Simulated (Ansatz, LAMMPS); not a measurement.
# Squeezing and shearing 48Ga2O3-52ZnO (mol %) with crystalline order left by the classical run (93 atoms): runs compared

Aim: relax 48Ga2O3-52ZnO (mol %) with crystalline order left by the classical run (93 atoms), then change its volume and shape to read moduli from the stress.

Computed with Ansatz 0.2.0: Kohn-Sham DFT, PBE, PAW (set soft_2), plane waves.

## Step 1: The cell as built

The cell holds 93 atoms: 26 Ga, 14 Zn and 53 O. Its edges and angles: a = 10.019 Å, b = 10.019 Å, c = 10.019 Å, α = 90.0°, β = 90.0°, γ = 90.0°. 93 atoms (26 Fe, 14 Zn, 53 O) placed at random at 4.69 g/cm³, melted at 5000 K for 10 ps at fixed volume with the Morse and Coulomb pair potential with partial charges (Pedone, Malavasi, Menziani, Cormack and Segre, J. Phys. Chem. B 110, 11780 (2006)). Quenched from 5000 K to 300 K at 20 K/ps and fixed volume, held 10 ps at zero pressure, then minimised at fixed cell. Then Fe was replaced by Ga and the cell scaled by 1.005 (the potential has no terms for the new elements, so the cell is a start for a DFT relaxation).

Limits known from the start: The quench rate of 20 K/ps is orders of magnitude faster than experiment, which tends to freeze in extra defects. The starting topology of bonds comes from the classical model, and needn't be the one that DFT or experiment would give. The Brillouin zone is sampled at Γ only.

## Step 2: The reference run

The reference is a single point at the end of the relaxation.

Every strained cell starts from the geometry of this run, and its atoms are relaxed with the cell held.

Its input, with most atom lines left out:

```yaml
crystal:
  lattice:
    - [10.11019, 0.15125, 0.22625]
    - [0.15125, 10.41716, 0.41727]
    - [0.22625, 0.41727, 10.31901]
  atoms:
    - { symbol: Ga, position: [0.4713, 0.21967, 0.95055] }
    - { symbol: Ga, position: [0.45256, 0.41734, 0.70019] }
    - { symbol: Ga, position: [0.64252, 0.05556, 0.40036] }
    - { symbol: Ga, position: [0.87774, 0.77661, 0.5405] }
    - { symbol: Ga, position: [0.12754, 0.97416, 0.54539] }
    - { symbol: Ga, position: [0.40423, 0.86408, 0.42878] }
    - { symbol: Ga, position: [0.17742, 0.03717, 0.07057] }
    [... atom lines 8 to 93 left out ...]
kpoints:
  mp_grid: { grid: [1, 1, 1] }
hamiltonian:
  xc: pbe
scf:
  occupations: { method: fixed }
output:
  forces: true
  stress: true
  populations: true
  dos:
    method: { smearing: { sigma: 0.08 } }
    de: 0.1
    projected: { site_lists: { Ga: [Ga], O: [O], Zn: [Zn] } }
  eigenvalues: true
  write_density: true
  write_potential: true
  volumetric_format: npy
  elf: true
```

```
free energy per atom   : -1880.8142 eV/atom
r.m.s. force component : 0.00316 eV/Å
pressure               : 0.006532 GPa
```

Filled and empty levels are parted by 1.37 eV (at Γ alone); a semilocal functional tends to put such gaps too low. In a disordered cell it changes from sample to sample, and tail or defect levels can set it.

## Step 3: The runs

Each row is one run, on 4 threads of Intel Xeon at 2.80GHz (Skylake/Cascade Lake), shared host. The free energy is the program's total, comparable only between runs with the same functional, potentials and atoms.

| run | atoms | outcome | ionic steps, all passes | free energy (eV) | time | host memory (GiB) |
| --- | --- | --- | --- | --- | --- | --- |
| Single point at the start | 93 | converged | - | -174909.451 | 21 s | 1.7 |
| Cell and atoms relaxed | 93 | converged | 38 | -174915.722 | 11 min | 1.8 |
| Single point at the relaxed geometry | 93 | converged | - | -174915.722 | 25 s | 1.8 |
| Volume -3 % | 93 | converged | 7 | -174915.432 | 1.9 min | 1.8 |
| Volume +3 % | 93 | converged | 6 | -174915.469 | 1.9 min | 1.8 |
| Volume -6 % | 93 | converged | 7 | -174914.565 | 3.6 min | 1.7 |
| Volume +6 % | 93 | converged | 8 | -174914.815 | 2.6 min | 1.9 |
| Volume -10 % | 93 | converged | 8 | -174912.173 | 2.6 min | 1.7 |
| Stretched by 1 % along x | 93 | converged | 3 | -174915.654 | 64 s | 1.8 |
| Compressed by 1 % along x | 93 | converged | 3 | -174915.654 | 56 s | 1.8 |
| Sheared by 2 % in xy | 93 | converged | 5 | -174915.662 | 95 s | 1.8 |

In some runs the program notes that the SCF threshold is loose for the stress.

## Step 4: Pressure against volume

Atoms are relaxed at each volume, in the scaled cell.

```csv
volume change (%),volume (Å³/atom),energy change (meV/atom),pressure (GPa),largest move on relaxing (Å),bonds,gap (eV)
-10,10.493,38.17,12.20,0.57,206,1.57
-6,10.960,12.44,6.10,0.39,200,1.48
-3,11.309,3.12,2.80,0.15,194,1.42
+0,11.659,0.00,0.01,-,191,1.37
+3,12.009,2.72,-2.35,0.17,188,1.31
+6,12.359,9.75,-3.95,0.33,184,1.26
```

## Step 5: Uniaxial strain and shear

Stress (GPa, compression positive) less that of the relaxed cell, atoms relaxed:

```
                   strain      xx      yy      zz      xy  energy change (meV/atom)
 stretched by 1 % along x  -1.913  -0.687  -0.688  -0.011                      0.73
compressed by 1 % along x   1.992   0.740   0.736   0.015                      0.73
     sheared by 2 % in xy   0.124   0.238   0.313  -0.855                      0.65
```

## Step 6: Findings

The bulk modulus, from the slope of pressure against ln V over the three points nearest the relaxed volume, is 85.8 GPa; a quadratic over all points gives a pressure derivative of about 7.3. The count of bonds runs from 184 to 206 over the series, so at some points contacts cross the cutoffs. At -10 % some atom moved by over 0.5 Å on relaxing, so that point may sit in another local minimum. The gap goes from 1.57 eV at the smallest volume to 1.26 eV at the largest, -1.9 eV per unit of ln V by a straight line, on the run's k-points. In the Cartesian axes of the cell, finite differences give C11 = 195, C12 = 71.4, C13 = 71.2 and C66 = 42.7 GPa (the shear of 2 % is the engineering strain, εxy = 0.01). The mean of C11, C12 and C13, which equals the bulk modulus in a cubic or isotropic solid, is 113 GPa: it lies 31 % over the bulk modulus from the volumes. For an isotropic solid C66 would equal (C11 − C12)/2 = 61.9 GPa; so small a sample needn't be isotropic, and C66 rests on one shear. With the bulk modulus and C66 as K and G, Young's modulus would be about 110 GPa and Poisson's ratio 0.29.

Caveats: Strains are finite and relaxations stop at the force tolerance of the input, which can leave moduli too stiff; they are those of a static cell at zero temperature. Volumes are changed with the cell's shape held, so in an anisotropic solid the modulus lies over the one under free hydrostatic load. The program notes that the SCF threshold of the relaxations is loose for the stress.

The DFT runs together took 28 min of wall time.

[Logs are printed without paths, hosts, clocks, repeated set-up lines and the standing remarks that a program may print on its own settings, such as how far it seeks lower states.]

[Hosts, paths, dates, database ids (printed as entryN), source tags and the programs' standing remarks are cut or masked in the printed files.]
